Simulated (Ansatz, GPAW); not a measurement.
# Work function of a 2-layer slab of Pd(110) at several levels, part 3 of 3

How far do functional and basis move the work function of a 2-layer slab of Pd(110)?

GPAW 26.7.0 and Ansatz 0.2.0; Ansatz plane waves; slab in vacuum with a dipole correction, relaxation (the session's first sound run).

So far, upper work function (eV): step 2 (relaxation, PBE) 5.12; step 5 (self-consistent run: xc = "LDA") 5.51; step 6 (self-consistent run: xc = "vdW-DF2", GPAW, PAW setups, GPAW) 5.46; step 7 (real-space grid: mode = "fd", PBE, GPAW) 5.11; step 8 (atomic orbitals: mode = "lcao", PBE, GPAW) 5.22.

**10. A second plane-wave code**

A second program with its own datasets checks the number independently.

This step: Ansatz plane waves; slab in vacuum with a dipole correction (Ansatz 0.2.0).

The input, input.yaml:

```yaml
crystal:
  lattice:
    - [3.89, 0.0, 0.0]
    - [0.0, 2.7506453788, 0.0]
    - [0.0, 0.0, 19.3753226894]
  atoms:
    - { symbol: Pd, position: [0.5, 0.5, 0.4645083927] }
    - { symbol: Pd, position: [0.0, 0.0, 0.5174637542] }
kpoints:
  mp_grid: { grid: [8, 11, 1] }
hamiltonian:
  xc: pbe
scf:
  occupations: { method: fermi_dirac, width: 0.1 }
efield:
  axis: 3
  dipole_correction: true
  ramp_width: 0.05
output:
  forces: true
  write_potential: true
  write_density: true
  volumetric_format: npy
  elf: true
```

Launch:

```sh
$ ansatz run input.yaml --threads 4 --pin off --max-ram 8192MiB --backend cpu --events-out ev --progress --plain --runs-dir out
```

Numbers of over 12 decimals in the logs are rounded to 6 here.

Log:

```text
[...]
Crystal: 2 atoms, lattice volume = 207.316 Å³
Basis set: ecut = 420 eV, 4073 PW (Γ), exchange–correlation on 54×40×270 points (8 copies of the dense FFT grid, shifted against one another)
Bands: 22, of which v1, the nominal top of the filled ones, is band 18 counted from 1 (17 counted from 0)
Symmetry: 4 space group operations
k-points: 30 of 88
[...]
SCF iter   1: F=—  HF=-13943.844838 eV  |F-HF|=—  |Δ(HF+E_count)|=         —  Δρ=2.18e-3  dr2=2.86e-3  ethr=1.77e-3  p=-0.000 e·Å  D=-1.26e-7 V/Å  ΔV_dip=0.00 eV  dr2_dipole=2.90e-9  V_vac-E_F(+/−)=5.07/5.07 eV  ⟨swp⟩=6.8  Hψ=3315  notcnv=0
[...]
SCF iter   6: F=-13943.848172 eV  HF=-13943.848171 eV  |F-HF|=9.05e-8  |Δ(HF+E_count)|=   1.31e-7  Δρ=4.94e-6  dr2=3.76e-8  ethr=2.78e-10  p=0.000 e·Å  D=3.14e-6 V/Å  ΔV_dip=-0.00 eV  dr2_dipole=2.37e-10  V_vac-E_F(+/−)=5.12/5.12 eV  ⟨swp⟩=11.8  Hψ=5816  notcnv=0
SCF 1 converged in 6 iterations: F = -13943.848172 eV  dr2 = 3.76e-8
[...]
SCF converged after 6 iterations
Free energy (F): -13943.848172 eV
[...]
Internal energy: -13943.709300 eV  (E = F + TS)
E sigma→0 (E₀):  -13943.778736 eV
Entropy (-TS):   -0.138871 eV (-69.436 meV/atom)
Fermi energy:    -1.559416 eV
Dipole field:    D = -0.000017 V/Å  (p = -0.000020 e·Å, saw-weighted, corrected)
Work function:   Φ+ = 5.1174 eV   Φ− = 5.1170 eV
[...]
--- Forces (eV/Å), atoms counted from 1 ---
  atom   1  Pd     0.00000000    -0.00000000    -0.00611936
  atom   2  Pd     0.00000000    -0.00000000     0.00605732
  max |Σ_I F_I| component: 6.20e-5 eV/Å
--- Band table (eV; the first three rows and the last of 30) ---
  k-point 0: bands = [... 14 lower, -3.1874, -2.6686, -2.5020, -2.2223, -1.1835, -0.4487, 2.9380, 3.7514]
  k-point 1: bands = [... 14 lower, -2.9337, -2.8694, -2.5954, -2.0591, -1.3046, -0.1655, 3.0949, 3.9189]
  k-point 2: bands = [... 14 lower, -2.9636, -2.6996, -2.5246, -1.8525, -1.5097, 0.5376, 3.5622, 4.4182]
  k-point 29: bands = [... 14 lower, -2.8327, -2.8327, -1.5964, -1.5964, 2.1337, 2.1337, 6.2937, 6.2937]
```

It took 3.2 s on 4 threads of Intel Xeon Platinum 8488C (Sapphire Rapids), shared host; peak memory 0.55 GiB; 11 s of CPU time.

In the SCF lines HF is the Harris–Foulkes energy and dr2 the Hartree energy of the density residual, in eV; the loop may stop once dr2 is under the threshold and the program's other checks hold. Hψ counts applications of the Hamiltonian.

Numbers from this step:

```
upper work function     : 5.117 eV
lower work function     : 5.117 eV
dipole along the normal : -1.97e-5 e·Å
dipole field            : -1.72e-5 V/Å
```

The electrostatic potential energy of an electron (with the applied field's), less the Fermi level, planar mean by z:

z (Å), electrostatic potential energy of an electron (with the applied field's), less the Fermi level, planar mean (eV) and a bar from the least value:
```
        0        5.1 ##############################
        1        5.1 ##############################
        2        5.1 ##############################
        3        5.1 ##############################
        4        5.1 ##############################
        5        5.1 ##############################
        6        5.1 ##############################
        7        5.0 ##############################
        8        2.7 ##########################
        9      -11.0 
       10      -11.2 
       11        2.5 #########################
       12        5.0 ##############################
       13        5.1 ##############################
       14        5.1 ##############################
       15        5.1 ##############################
       16        5.1 ##############################
       17        5.1 ##############################
       18        5.1 ##############################
       19        5.1 ##############################
```

Valence density, planar mean against z:

| z (Å) | valence density, planar mean (e/Å³) |
| --- | --- |
| 5 | 2.5e-5 |
| 6 | 3.8e-4 |
| 7 | 0.00606 |
| 8 | 0.118 |
| 9 | 1.66 |
| 10 | 1.67 |
| 11 | 0.131 |
| 12 | 0.00656 |
| 13 | 4.2e-4 |
| 14 | 2.6e-5 |

ELF in the ca plane at fractional y = 0.000, with atoms of Pd within 0.2 Å of it. It is the smooth field of the valence electrons, not physical close to the nuclei.

Ten even steps from '0' (0.00) to '9' (0.53), each cell a mean:
```
00000000000000000000012347978974210000000000
00000000000000000000012345799743210000000000
00000000000000000000012344444321100000000000
00000000000000000000122344433211000000000000
00000000000000000000123333333210000000000000
00000000000000000000123333433210000000000000
00000000000000000000112344433211000000000000
00000000000000000000012344576432100000000000
00000000000000000000012346999953210000000000
00000000000000000000012348966974310000000000
```
Columns run along c (16.0 Å, from fractional 0.00 to 0.83 of the cell), rows up along a (3.9 Å). Atoms in or near the plane, at fractional coordinates: Pd at (0.52, 0.00).

Valence density in the ca plane at fractional y = 0.000, with atoms of Pd within 0.2 Å of it. It is the smooth field of the valence electrons, not physical close to the nuclei.

Values in units of 1e0 e/Å³, 6 rows by 16 columns, each cell a mean:
```
0.0 0.0 0.0 0.0 0.0 0.0 0.0 0.0 0.1 3.5 5.9 0.2 0.0 0.0 0.0 0.0
0.0 0.0 0.0 0.0 0.0 0.0 0.0 0.0 0.1 0.4 0.5 0.0 0.0 0.0 0.0 0.0
0.0 0.0 0.0 0.0 0.0 0.0 0.0 0.0 0.2 0.3 0.1 0.0 0.0 0.0 0.0 0.0
0.0 0.0 0.0 0.0 0.0 0.0 0.0 0.0 0.2 0.3 0.1 0.0 0.0 0.0 0.0 0.0
0.0 0.0 0.0 0.0 0.0 0.0 0.0 0.0 0.1 0.9 1.3 0.1 0.0 0.0 0.0 0.0
0.0 0.0 0.0 0.0 0.0 0.0 0.0 0.0 0.1 4.8 8.0 0.2 0.0 0.0 0.0 0.0
```
Columns run along c (16.0 Å, from fractional 0.00 to 0.83 of the cell), rows up along a (3.9 Å). Atoms in or near the plane, at fractional coordinates: Pd at (0.52, 0.00).

Electrostatic potential energy in the ca plane at fractional y = 0.000, with atoms of Pd within 0.2 Å of it. With pseudopotentials it is smooth inside the atoms' cores, unlike the true potential.

Ten even steps from '0' (-28 eV) to '9' (4 eV), each cell a mean:
```
99999999999999999999999984000058999999999999
99999999999999999999999997200379999999999999
99999999999999999999999998767899999999999999
99999999999999999999999988899999999999999999
99999999999999999999999888899999999999999999
99999999999999999999999888899999999999999999
99999999999999999999999998888999999999999999
99999999999999999999999998523689999999999999
99999999999999999999999985000169999999999999
99999999999999999999999983000048999999999999
```
Columns run along c (16.0 Å, from fractional 0.00 to 0.83 of the cell; values clipped at the 3rd and 97th percentile), rows up along a (3.9 Å). Atoms in or near the plane, at fractional coordinates: Pd at (0.52, 0.00).

The upper face's work function is 5.117 eV, against 5.116 eV in the first plane-wave PBE run at this geometry.

**11. Side by side**

Results and costs are gathered.

This step: comparison of work functions, dipole and cost (GPAW 26.7.0).

Ladder, by row:

| step | code | work function, upper (eV) | work function, lower (eV) | dipole (e Å) | wall time (s) | peak memory (GiB) | threads |
| --- | --- | --- | --- | --- | --- | --- | --- |
| pw | GPAW | 5.116 | 5.116 | -1.78e-5 | 39.86 | 0.21 | 1 |
| RPBE | GPAW | 4.943 | 4.943 | -9.45e-6 | 40.73 | 0.21 | 1 |
| LDA | GPAW | 5.51 | 5.51 | -4.00e-6 | 47.67 | 0.21 | 1 |
| vdW-DF2 | GPAW | 5.462 | 5.46 | -1.30e-4 | 73.71 | 0.34 | 1 |
| fd | GPAW | 5.114 | 5.114 | -2.14e-7 | 357.8 | 0.71 | 1 |
| lcao | GPAW | 5.218 | 5.218 | -1.23e-5 | 528.2 | 0.3 | 1 |
| ansatz | Ansatz | 5.117 | 5.117 | -1.97e-5 | 3.16 | 0.55 | 4 |

**12. Outcome**

```
work function, both faces : 5.12 eV
dipole along the normal   : -1.8e-5 e Å, near the numerical noise
```

In words: With plane waves and PBE the work function is 5.12 eV on the upper face and 5.12 eV on the lower. Over the sound runs of the table the upper face's work function spans 4.943 (RPBE) to 5.510 eV (LDA). Atomic orbitals miss the plane-wave value by 0.10 eV, since they describe the tail of the density in the vacuum poorly. The two plane-wave codes differ by 0.0015 eV on the upper face. The runs had no spin polarisation, so a magnetic state, which thin layers of d-metal atoms can have, wasn't tested. The slab is only 1.0 Å thick between its outer nuclei, so the values belong to this film more than to the surface of the bulk metal. The in-plane lattice was kept as typed, which isn't the functional's own and leaves some strain; spin-orbit coupling and temperature are left out.

[Logs are printed without paths, hosts, clocks, repeated set-up lines and the standing remarks that a program may print on its own settings, such as how far it seeks lower states.]

[Hosts, paths, dates, database ids (printed as entryN), source tags and the programs' standing remarks are cut or masked in the printed files.]
